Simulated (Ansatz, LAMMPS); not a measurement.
**Squeezing and shearing amorphous poly(phenylene vinylene) with methane (capped chains of 2 units) at 250 K (138 atoms)**

Aim: relax amorphous poly(phenylene vinylene) with methane (capped chains of 2 units) at 250 K (138 atoms), then change its volume and shape to read moduli from the stress.

Calculated with Ansatz 0.2.0; Kohn-Sham DFT, LDA, PAW (set soft_2), plane waves.

**1. The starting structure**

The cell holds 138 atoms: 60 C and 78 H. Its edges and angles: a = 11.299 Å, b = 11.299 Å, c = 11.299 Å, α = 90.0°, β = 90.0°, γ = 90.0°. 3 poly(phenylene vinylene) chains of 2 units with methyl end groups, 6 methane placed at random, at 0.92 g/cm³; overlaps pushed apart, then 20 ps at 800 K with MMFF94 bonds, angles, torsions, charges and radii (Halgren, J. Comput. Chem. 17, 490 (1996)) in harmonic and 12-6 forms. Snapshot after 30 ps at 250 K and fixed volume.

Limits known from the start: The network of contacts between molecules at the start is that of the classical potential that made the cell, and needn't be the one that DFT or experiment would give. Only the Γ point is sampled.

**2. Single point at the start**

The forces at the start show how far the geometry lies from a minimum of this functional.

Input file input.yaml:

```yaml
crystal:
  lattice:
    - [11.29937, 0.0, 0.0]
    - [0.0, 11.29937, 0.0]
    - [0.0, 0.0, 11.29937]
  atoms:
    - { symbol: C, position: [0.93048, 0.51854, 0.97401] }
    - { symbol: C, position: [0.9755, 0.44605, 0.07822] }
    - { symbol: C, position: [0.98921, 0.51283, 0.18094] }
    - { symbol: C, position: [0.03444, 0.45671, 0.28216] }
    - { symbol: C, position: [0.05076, 0.33256, 0.27995] }
    - { symbol: C, position: [0.03977, 0.27244, 0.17289] }
    - { symbol: C, position: [0.99582, 0.32943, 0.07214] }
    - { symbol: C, position: [0.08287, 0.26541, 0.38545] }
    - { symbol: C, position: [0.14262, 0.31466, 0.477] }
    - { symbol: C, position: [0.17022, 0.26729, 0.59053] }
    - { symbol: C, position: [0.24769, 0.31941, 0.66523] }
    - { symbol: C, position: [0.26485, 0.27628, 0.77606] }
    - { symbol: C, position: [0.21618, 0.17116, 0.81552] }
    - { symbol: C, position: [0.14335, 0.11679, 0.73221] }
    - { symbol: C, position: [0.11326, 0.16561, 0.62538] }
    - { symbol: C, position: [0.22627, 0.12462, 0.93855] }
    - { symbol: C, position: [0.31263, 0.16446, 0.00878] }
    - { symbol: C, position: [0.33148, 0.1096, 0.12363] }
    - { symbol: H, position: [0.95648, 0.46628, 0.8956] }
    - { symbol: H, position: [0.8369, 0.54001, 0.97339] }
    - { symbol: H, position: [0.97194, 0.60694, 0.96065] }
    - { symbol: H, position: [0.96848, 0.60801, 0.18184] }
    - { symbol: H, position: [0.03872, 0.50967, 0.36296] }
    - { symbol: H, position: [0.06092, 0.18401, 0.16933] }
    - { symbol: H, position: [0.98428, 0.28555, 0.98756] }
    - { symbol: H, position: [0.04784, 0.17687, 0.38651] }
    - { symbol: H, position: [0.15775, 0.40752, 0.46509] }
    - { symbol: H, position: [0.28955, 0.40044, 0.63541] }
    - { symbol: H, position: [0.31499, 0.33225, 0.83943] }
    - { symbol: H, position: [0.10599, 0.03121, 0.76009] }
    - { symbol: H, position: [0.04661, 0.11801, 0.57706] }
    - { symbol: H, position: [0.17713, 0.04685, 0.9644] }
    [... 100 atom lines left out ...]
    - { symbol: H, position: [0.19888, 0.56469, 0.79317] }
    - { symbol: C, position: [0.38726, 0.38863, 0.34472] }
    - { symbol: H, position: [0.46336, 0.37472, 0.28589] }
    - { symbol: H, position: [0.40591, 0.32704, 0.41492] }
    - { symbol: H, position: [0.30541, 0.36066, 0.30621] }
    - { symbol: H, position: [0.38815, 0.47641, 0.38242] }
kpoints:
  mp_grid: { grid: [1, 1, 1] }
hamiltonian:
  xc: lda
scf:
  occupations: { method: gaussian, width: 0.05 }
output:
  forces: true
```

Started as:

```
> ansatz run input.yaml --threads 4 --pin off --max-ram 8192MiB --backend cpu --events-out ev --progress --plain --runs-dir out
```

Output:

```text
Engine: ansatz 0.2.0, x86_64-unknown-linux-gnu
Pseudopotentials: kind: paw
Pseudopotential: C, paw, valence charge 4, recommended cutoff 420 eV (normal), C.paw.azcp
Pseudopotential: H, paw, valence charge 1, recommended cutoff 420 eV (normal), H.paw.azcp
[... 3 lines on functional and potentials left out ...]
Crystal: 138 atoms, lattice volume = 1442.656 Å³
Basis set: ecut = 420 eV, 28257 PW (Γ)
Bands: 297, of which v1, the nominal top of the filled ones, is band 159 counted from 1 (158 counted from 0)
Symmetry: 1 space group operations
Space group: P1 (ITA 1), of the structure as read, at distance tolerance 1.1e-4 Å
k-points: 1
[... 6 lines on functional and potentials left out ...]
Initial density: superposition of atomic densities (neutral atoms: chi_scale 0, normalization atom), corrected by the library's trained network
Initial wavefunctions: pseudopotential atomic-orbital guess
Functional: x = slater, c = lda
SCF iter   1: F=—  HF=-15793.877583 eV  |F-HF|=—  |Δ(HF+E_count)|=         —  Δρ=8.27e-3  dr2=7.21e-1  ethr=1.77e-3  ⟨swp⟩=5.0  Hψ=1211  notcnv=0  defer=118
preconditioner: auto → Resta (q_TF=auto, 2.120 Å⁻¹)  ε∞=2.4  [insulator: Δε(μ)=2.348 eV  Ē_g=14.739 eV  σ=0.050 eV  W_gap=1.00  n_scr=250 (ndim 8)  ℏωp=17.4 eV  f_vac=0.200  D(μ)=0.00/eV (n_scr^D=0)  ε∞_Penn≈2.4]
SCF iter   2: F=—  HF=-15793.678493 eV  |F-HF|=—  |Δ(HF+E_count)|=   1.99e-1  Δρ=3.54e-3  dr2=1.21e-1  ethr=2.27e-4  ⟨swp⟩=3.0  Hψ=488  notcnv=0  defer=132
SCF iter   3: F=—  HF=-15793.646612 eV  |F-HF|=—  |Δ(HF+E_count)|=   3.19e-2  Δρ=9.29e-4  dr2=1.55e-2  ethr=3.79e-5  ⟨swp⟩=2.0  Hψ=287  notcnv=0  defer=19
automatic band count: iteration 3 solves 184 bands in place of 297: the levels show a gap, and the empty bands left out lie too high to hold charge; the band table lists the bands solved (type scf.n_extra_bands for more)
SCF iter   4: F=—  HF=-15793.644975 eV  |F-HF|=—  |Δ(HF+E_count)|=   1.64e-3  Δρ=3.01e-4  dr2=2.02e-3  ethr=4.87e-6  ⟨swp⟩=2.0  Hψ=318  notcnv=0  defer=19
SCF iter   5: F=—  HF=-15793.645070 eV  |F-HF|=—  |Δ(HF+E_count)|=   9.54e-5  Δρ=1.21e-4  dr2=3.24e-4  ethr=6.36e-7  ⟨swp⟩=2.0  Hψ=317  notcnv=0  defer=19
SCF iter   6: F=—  HF=-15793.645170 eV  |F-HF|=—  |Δ(HF+E_count)|=   9.93e-5  Δρ=5.02e-5  dr2=5.97e-5  ethr=1.02e-7  ⟨swp⟩=2.0  Hψ=317  notcnv=0  defer=19
SCF iter   7: F=—  HF=-15793.643912 eV  |F-HF|=—  |Δ(HF+E_count)|=   1.26e-3  Δρ=2.04e-5  dr2=8.95e-6  ethr=1.88e-8  ⟨swp⟩=2.0  Hψ=337  notcnv=0  defer=19
SCF iter   8: F=—  HF=-15793.643913 eV  |F-HF|=—  |Δ(HF+E_count)|=   1.02e-6  Δρ=6.44e-6  dr2=6.88e-7  ethr=2.81e-9  ⟨swp⟩=2.0  Hψ=318  notcnv=0  defer=19
SCF iter   9: F=—  HF=-15793.643913 eV  |F-HF|=—  |Δ(HF+E_count)|=   6.36e-7  Δρ=3.27e-6  dr2=2.33e-7  ethr=3.14e-11  ⟨swp⟩=5.0  Hψ=678  notcnv=0
SCF iter  10: F=-15793.643913 eV  HF=-15793.643913 eV  |F-HF|=8.85e-9  |Δ(HF+E_count)|=   4.65e-9  Δρ=9.06e-7  dr2=1.61e-8  ethr=3.14e-11  ⟨swp⟩=4.0  Hψ=632  notcnv=0
SCF 1 converged in 10 iterations: F = -15793.643913 eV  dr2 = 1.61e-8
  greatest PAW one-centre occupation: 0.689 electrons in one spin orbital (limit 2), on the C atom at site 41 (counted from 0), in its partial waves of l = 0
SCF converged after 10 iterations
Free energy (F): -15793.643913 eV
Harris-Foulkes:  -15793.643913 eV  (|F-HF|=8.85e-9)
Internal energy: -15793.643913 eV  (E = F + TS)
E sigma→0 (E₀):  -15793.643913 eV
Fermi energy:    0.783314 eV
--- Per-component energies (eV) ---
  E_band       = -2330.686600
  E_kinetic    = 6538.845511
  E_local      = -19368.723854  (includes V_loc(G=0)·N_el)
  E_nonlocal   = 1852.584299
  E_hartree    = 6795.397027
  E_xc         = -3525.073224
  E_vxc        = -4424.556983  (∫ρ·V_xc dr)
  E_paw        = -5560.542896  (= ΣΔE_a)
  E_vpaw       = -519.523221  (= ΣTr[D̂ρ^β])
  E_aug_tail   = -0.102784  (compensation charges beyond the density's cutoff)
  E_ewald      = -2529.797943
  E_core_change = 3.769950  (= ΣΔE_core)
  E_smearing   = -0.000000  (= −TS)
  E_closure    = -0.000000  (closes the sum)
  Σ components = -15793.643913   (vs F -15793.643913, Δ=0.00e0)
--- Forces (eV/Å), atoms counted from 1 ---
  atom   1  C      1.23350814    -0.76101673    -0.46108685
  atom   2  C     -1.57753379     4.12179394    -0.76230217
  atom   3  C      1.15364473    -1.14075883     1.27460383
  atom   4  C     -1.25147613     0.03254295    -1.02651501
  atom   5  C      0.63248248     0.43250250     0.35443595
  atom   6  C     -1.28698721     2.48487591    -0.26855606
  atom   7  C      1.06767660    -1.32722034     0.75738288
  atom   8  C      0.28283935     1.25564050     0.36065969
  atom   9  C     -1.09645883    -0.19555890    -0.91081560
  atom  10  C     -1.34849418    -0.85823986    -1.91405112
  atom  11  C      0.61616618     0.83373564     0.25278760
  atom  12  C      1.09070622     0.71922639     1.78593138
  atom  13  C     -0.84242451    -0.26265334     0.45565229
  atom  14  C     -0.44269758    -1.01300617     0.92932735
[...]
atom 137  H     -0.80510654     0.06104802    -0.54704478
  atom 138  H     -0.15499927     0.65552576    -0.01271203
  max |Σ_I F_I| component: 7.31e-5 eV/Å
```

Elapsed: 3.1 s, on 4 threads of AMD EPYC 9R45, shared host; peak memory 1.4 GiB.

Reading the cycles: dr2 is the Hartree energy of the density residual (eV), the measure of convergence; HF is the Harris–Foulkes estimate of the energy, which meets the free energy F at convergence.

The r.m.s. force at the start is 0.91 eV/Å.

**3. Cell and atoms relaxed**

Cell and atoms are freed together, to release stress as well as forces.

Input file input.yaml:

```yaml
crystal:
  lattice:
    - [11.29937, 0.0, 0.0]
    - [0.0, 11.29937, 0.0]
    - [0.0, 0.0, 11.29937]
  atoms:
    [... the 138 atom lines of step 2 ...]
kpoints:
  mp_grid: { grid: [1, 1, 1] }
hamiltonian:
  xc: lda
scf:
  occupations: { method: gaussian, width: 0.05 }
output:
  forces: true
relax:
  f_tol: 0.05
  max_steps: 150
  cell: {}
```

Output:

```text
[...]
Crystal: 138 atoms, lattice volume = 1442.656 Å³
Basis set: ecut = 420 eV, 28257 PW (Γ)
Bands: 297, of which v1, the nominal top of the filled ones, is band 159 counted from 1 (158 counted from 0)
Symmetry: 1 space group operations
[...]
k-points: 1
[...]
SCF iter   1: F=—  HF=-15793.877584 eV  |F-HF|=—  |Δ(HF+E_count)|=         —  Δρ=8.27e-3  dr2=7.21e-1  ethr=1.77e-3  ⟨swp⟩=5.0  Hψ=1211  notcnv=0  defer=118
[...]
SCF iter   9: F=—  HF=-15793.643913 eV  |F-HF|=—  |Δ(HF+E_count)|=   6.30e-7  Δρ=3.11e-6  dr2=2.12e-7  ethr=3.14e-11  ⟨swp⟩=4.0  Hψ=772  notcnv=0
SCF iter  10: F=-15793.643913 eV  HF=-15793.643913 eV  |F-HF|=7.85e-9  |Δ(HF+E_count)|=   9.13e-9  Δρ=8.90e-7  dr2=1.57e-8  ethr=3.14e-11  ⟨swp⟩=4.0  Hψ=745  notcnv=0
SCF 1 converged in 10 iterations: F = -15793.643913 eV  dr2 = 1.57e-8
[...]
relax step   1: F+E_penalty+E_count = -15793.64391331 eV  Δ(F+E_penalty+E_count) = +0.000e0 eV  max|allowed force component| = 4.122e0 eV/Å  Δτ_max = 0.0000 Å  P = +2.194 GPa  Ω = 1442.656 Å³  (10 SCF iters, dr2 threshold 1.00e-7 eV, accepted)
[... from here on, the SCF cycles and remarks between the steps are left out ...]
relax step   2: F+E_penalty+E_count = -15797.60307863 eV  Δ(F+E_penalty+E_count) = -3.959e0 eV  max|allowed force component| = 1.654e0 eV/Å  Δτ_max = 0.1946 Å  P = -0.162 GPa  Ω = 1426.625 Å³  energy of the carried Pulay correction = +3.884e-2 eV  (7 SCF iters, dr2 threshold 1.38e-5 eV, accepted)
relax step   3: F+E_penalty+E_count = -15798.60076047 eV  Δ(F+E_penalty+E_count) = -9.977e-1 eV  max|allowed force component| = 4.819e-1 eV/Å  Δτ_max = 0.1944 Å  P = -0.694 GPa  Ω = 1384.087 Å³  energy of the carried Pulay correction = +1.440e-1 eV  (7 SCF iters, dr2 threshold 1.38e-5 eV, accepted)
relax step   4: F+E_penalty+E_count = -15799.01321644 eV  Δ(F+E_penalty+E_count) = -4.125e-1 eV  max|allowed force component| = 3.771e-1 eV/Å  Δτ_max = 0.1946 Å  P = -0.450 GPa  Ω = 1336.483 Å³  energy of the carried Pulay correction = +2.656e-1 eV  (7 SCF iters, dr2 threshold 1.38e-5 eV, accepted)
relax step   5: F+E_penalty+E_count = -15799.23676517 eV  Δ(F+E_penalty+E_count) = -2.235e-1 eV  max|allowed force component| = 1.652e-1 eV/Å  Δτ_max = 0.1950 Å  P = -0.060 GPa  Ω = 1309.537 Å³  energy of the carried Pulay correction = +3.362e-1 eV  (7 SCF iters, dr2 threshold 8.89e-6 eV, accepted)
relax step   6: F+E_penalty+E_count = -15799.36035496 eV  Δ(F+E_penalty+E_count) = -1.236e-1 eV  max|allowed force component| = 1.819e-1 eV/Å  Δτ_max = 0.1920 Å  P = -0.132 GPa  Ω = 1300.344 Å³  energy of the carried Pulay correction = +3.607e-1 eV  (8 SCF iters, dr2 threshold 1.71e-6 eV, accepted)
relax step   7: F+E_penalty+E_count = -15799.47194305 eV  Δ(F+E_penalty+E_count) = -1.116e-1 eV  max|allowed force component| = 1.727e-1 eV/Å  Δτ_max = 0.1950 Å  P = -0.130 GPa  Ω = 1289.579 Å³  energy of the carried Pulay correction = +3.895e-1 eV  (8 SCF iters, dr2 threshold 2.07e-6 eV, accepted)
relax step   8: F+E_penalty+E_count = -15799.55430873 eV  Δ(F+E_penalty+E_count) = -8.237e-2 eV  max|allowed force component| = 9.787e-2 eV/Å  Δτ_max = 0.1928 Å  P = -0.149 GPa  Ω = 1284.958 Å³  energy of the carried Pulay correction = +4.019e-1 eV  (8 SCF iters, dr2 threshold 1.86e-6 eV, accepted)
relax step   9: F+E_penalty+E_count = -15799.61208533 eV  Δ(F+E_penalty+E_count) = -5.778e-2 eV  max|allowed force component| = 2.409e-1 eV/Å  Δτ_max = 0.1949 Å  P = -0.149 GPa  Ω = 1278.840 Å³  energy of the carried Pulay correction = +4.185e-1 eV  (9 SCF iters, dr2 threshold 5.99e-7 eV, accepted)
relax step  10: F+E_penalty+E_count = -15799.63733519 eV  Δ(F+E_penalty+E_count) = -2.525e-2 eV  max|allowed force component| = 2.424e-1 eV/Å  Δτ_max = 0.1951 Å  P = +0.091 GPa  Ω = 1280.753 Å³  energy of the carried Pulay correction = +4.133e-1 eV  (7 SCF iters, dr2 threshold 3.63e-6 eV, accepted)
relax step  11: F+E_penalty+E_count = -15799.65741339 eV  Δ(F+E_penalty+E_count) = -2.008e-2 eV  max|allowed force component| = 5.413e-1 eV/Å  Δτ_max = 0.1945 Å  P = -0.368 GPa  Ω = 1276.204 Å³  energy of the carried Pulay correction = +4.256e-1 eV  (7 SCF iters, dr2 threshold 3.67e-6 eV, accepted)
relax step  12: F+E_penalty+E_count = -15799.65413260 eV  Δ(F+E_penalty+E_count) = +3.281e-3 eV  max|allowed force component| = 5.218e-1 eV/Å  Δτ_max = 0.1260 Å  P = +0.049 GPa  Ω = 1275.387 Å³  energy of the carried Pulay correction = +4.278e-1 eV  (6 SCF iters, dr2 threshold 1.38e-5 eV, rejected (line search))
relax step  13: F+E_penalty+E_count = -15799.70889891 eV  Δ(F+E_penalty+E_count) = -5.149e-2 eV  max|allowed force component| = 1.798e-1 eV/Å  Δτ_max = 0.0630 Å  P = -0.089 GPa  Ω = 1271.849 Å³  energy of the carried Pulay correction = +4.374e-1 eV  (11 SCF iters, accepted)
[...]
relax step  48: F+E_penalty+E_count = -15799.88026858 eV  Δ(F+E_penalty+E_count) = -1.786e-3 eV  max|allowed force component| = 2.326e-1 eV/Å  Δτ_max = 0.1540 Å  P = -0.067 GPa  Ω = 1264.547 Å³  energy of the carried Pulay correction = +4.574e-1 eV  (7 SCF iters, dr2 threshold 8.17e-7 eV, rejected (line search))
relax step  49: F+E_penalty+E_count = -15799.88125027 eV  Δ(F+E_penalty+E_count) = -2.767e-3 eV  max|allowed force component| = 1.071e-1 eV/Å  Δτ_max = 0.0752 Å  P = +0.030 GPa  Ω = 1265.552 Å³  energy of the carried Pulay correction = +4.546e-1 eV  (10 SCF iters, accepted)
relax step  50: F+E_penalty+E_count = -15799.88488798 eV  Δ(F+E_penalty+E_count) = -3.638e-3 eV  max|allowed force component| = 5.936e-2 eV/Å  Δτ_max = 0.0668 Å  P = -0.009 GPa  Ω = 1264.700 Å³  energy of the carried Pulay correction = +4.570e-1 eV  (7 SCF iters, dr2 threshold 7.17e-7 eV, accepted)
relax step  51: F+E_penalty+E_count = -15799.88696818 eV  Δ(F+E_penalty+E_count) = -2.080e-3 eV  max|allowed force component| = 8.135e-2 eV/Å  Δτ_max = 0.0278 Å  P = -0.021 GPa  Ω = 1264.220 Å³  energy of the carried Pulay correction = +4.583e-1 eV  (7 SCF iters, dr2 threshold 2.20e-7 eV, accepted)
relax step  52: F+E_penalty+E_count = -15799.88871032 eV  Δ(F+E_penalty+E_count) = -1.742e-3 eV  max|allowed force component| = 4.736e-2 eV/Å  Δτ_max = 0.0218 Å  P = -0.020 GPa  Ω = 1263.849 Å³  energy of the carried Pulay correction = +4.593e-1 eV  (6 SCF iters, dr2 threshold 4.14e-7 eV, accepted)
relax step  53: F+E_penalty+E_count = -15799.64689109 eV  Δ(F+E_penalty+E_count) = +2.418e-1 eV  max|allowed force component| = 5.337e-2 eV/Å  Δτ_max = 0.0000 Å  P = -0.265 GPa  Ω = 1263.849 Å³  stress off target by 3.53e-1 GPa  SCF on the basis re-selected at this cell (its energy is not comparable with the rows above)  (7 SCF iters)
relax step  54: F+E_penalty+E_count = -15799.76471899 eV  Δ(F+E_penalty+E_count) = -1.178e-1 eV  max|allowed force component| = 4.617e-1 eV/Å  Δτ_max = 0.1970 Å  P = -0.225 GPa  Ω = 1232.292 Å³  energy of the carried Pulay correction = +8.422e-2 eV  (9 SCF iters, dr2 threshold 3.12e-7 eV, accepted)
relax step  55: F+E_penalty+E_count = -15799.81033965 eV  Δ(F+E_penalty+E_count) = -4.562e-2 eV  max|allowed force component| = 2.710e-1 eV/Å  Δτ_max = 0.1931 Å  P = +0.063 GPa  Ω = 1214.746 Å³  energy of the carried Pulay correction = +1.300e-1 eV  (6 SCF iters, dr2 threshold 1.33e-5 eV, rejected (line search))
relax step  56: F+E_penalty+E_count = -15799.77451106 eV  Δ(F+E_penalty+E_count) = -9.792e-3 eV  max|allowed force component| = 3.809e-1 eV/Å  Δτ_max = 0.0966 Å  P = +0.009 GPa  Ω = 1223.377 Å³  energy of the carried Pulay correction = +1.073e-1 eV  (11 SCF iters, rejected (line search))
relax step  57: F+E_penalty+E_count = -15799.80107601 eV  Δ(F+E_penalty+E_count) = -3.636e-2 eV  max|allowed force component| = 1.121e-1 eV/Å  Δτ_max = 0.0466 Å  P = +0.041 GPa  Ω = 1225.156 Å³  energy of the carried Pulay correction = +1.029e-1 eV  (10 SCF iters, accepted)
relax step  58: F+E_penalty+E_count = -15799.77405380 eV  Δ(F+E_penalty+E_count) = +2.702e-2 eV  max|allowed force component| = 1.208e0 eV/Å  Δτ_max = 0.1000 Å  P = -0.005 GPa  Ω = 1223.644 Å³  energy of the carried Pulay correction = +1.063e-1 eV  (7 SCF iters, dr2 threshold 7.86e-7 eV, rejected (line search))
relax step  59: F+E_penalty+E_count = -15799.81892209 eV  Δ(F+E_penalty+E_count) = -1.785e-2 eV  max|allowed force component| = 3.361e-2 eV/Å  Δτ_max = 0.0488 Å  P = +0.020 GPa  Ω = 1221.304 Å³  energy of the carried Pulay correction = +1.127e-1 eV  (10 SCF iters, accepted)
relax step  60: F+E_penalty+E_count = -15799.71396366 eV  Δ(F+E_penalty+E_count) = +1.050e-1 eV  max|allowed force component| = 3.288e-2 eV/Å  Δτ_max = 0.0000 Å  P = -0.038 GPa  Ω = 1221.304 Å³  stress off target by 9.01e-2 GPa  SCF on the basis re-selected at this cell (its energy is not comparable with the rows above)  (6 SCF iters)
relax step  61: F+E_penalty+E_count = -15799.75659740 eV  Δ(F+E_penalty+E_count) = -4.263e-2 eV  max|allowed force component| = 3.381e-2 eV/Å  Δτ_max = 0.0491 Å  P = -0.004 GPa  Ω = 1210.849 Å³  energy of the carried Pulay correction = +3.036e-2 eV  (9 SCF iters, dr2 threshold 2.03e-8 eV, accepted)
relax step  62: F+E_penalty+E_count = -15799.73648210 eV  Δ(F+E_penalty+E_count) = +2.012e-2 eV  max|allowed force component| = 3.372e-2 eV/Å  Δτ_max = 0.0000 Å  P = -0.017 GPa  Ω = 1210.849 Å³  stress off target by 4.63e-2 GPa  SCF on the basis re-selected at this cell (its energy is not comparable with the rows above)  (5 SCF iters)
[...]
SCF converged after 5 iterations
Free energy (F): -15799.736482 eV
[...]
Internal energy: -15799.736482 eV  (E = F + TS)
E sigma→0 (E₀):  -15799.736482 eV
Fermi energy:    1.671064 eV
[...]
Σ components = -15799.736482   (vs F -15799.736482, Δ=0.00e0)
--- Forces (eV/Å), atoms counted from 1 ---
  atom   1  C     -0.00725794    -0.00441373    -0.01281277
  atom   2  C      0.00661970    -0.00488786     0.00880309
  atom   3  C     -0.00202942     0.00428253    -0.00918269
  atom   4  C      0.00123880     0.00311917    -0.00304377
[...]
atom 138  H      0.00067290    -0.00065532    -0.00060593
  max |Σ_I F_I| component: 1.12e-5 eV/Å
--- Stress (GPa, compression-positive) ---
       -0.032400       0.003741      -0.028897
        0.003741      -0.034854      -0.013864
       -0.028897      -0.013864       0.017123
  P = ⅓ Tr σ = -0.0167 GPa (-0.167 kbar)
--- Relaxed structure (59 steps of the walk, 51 accepted, 3 SCFs on fresh bases) ---
  F+E_penalty+E_count = -15799.73648210 eV   max|allowed force component| = 3.372e-2 eV/Å   (the final SCF, on the basis selected at the relaxed cell)
  cell:  # Å, volume = 1210.8486 Å³
    - [10.113954, 0.234941, -0.278921]
    - [0.234941, 10.485986, -0.117054]
    - [-0.278921, -0.117054, 11.432003]
  atoms:
    - { symbol: C, position: [0.950668, 0.464521, 0.917720] }
    - { symbol: C, position: [0.968044, 0.423597, 0.040983] }
    - { symbol: C, position: [1.001815, 0.508030, 0.132145] }
    - { symbol: C, position: [0.025670, 0.467237, 0.245802] }
[...]
- { symbol: H, position: [0.421735, 0.519728, 0.350869] }
```

It took 3.4 min on 4 threads; peak memory 1.5 GiB; 12 min of CPU time.

The relaxation converged after 59 steps, with a largest force component of 0.034 eV/Å.

(Continued in part 2 of 4.)

[Long decimals in the printed logs are rounded to 6 places.]

[Logs are printed without paths, hosts, clocks, repeated set-up lines and the standing remarks that a program may print on its own settings, such as how far it seeks lower states.]

[Hosts, paths, dates, database ids (printed as entryN), source tags and the programs' standing remarks are cut or masked in the printed files.]

[The MMFF94 radii named for the starting cell were scaled by 0.96; in molecules described by MMFF94, hydrogen bound to N, O or S took a small fixed 12-6 site in their place.]
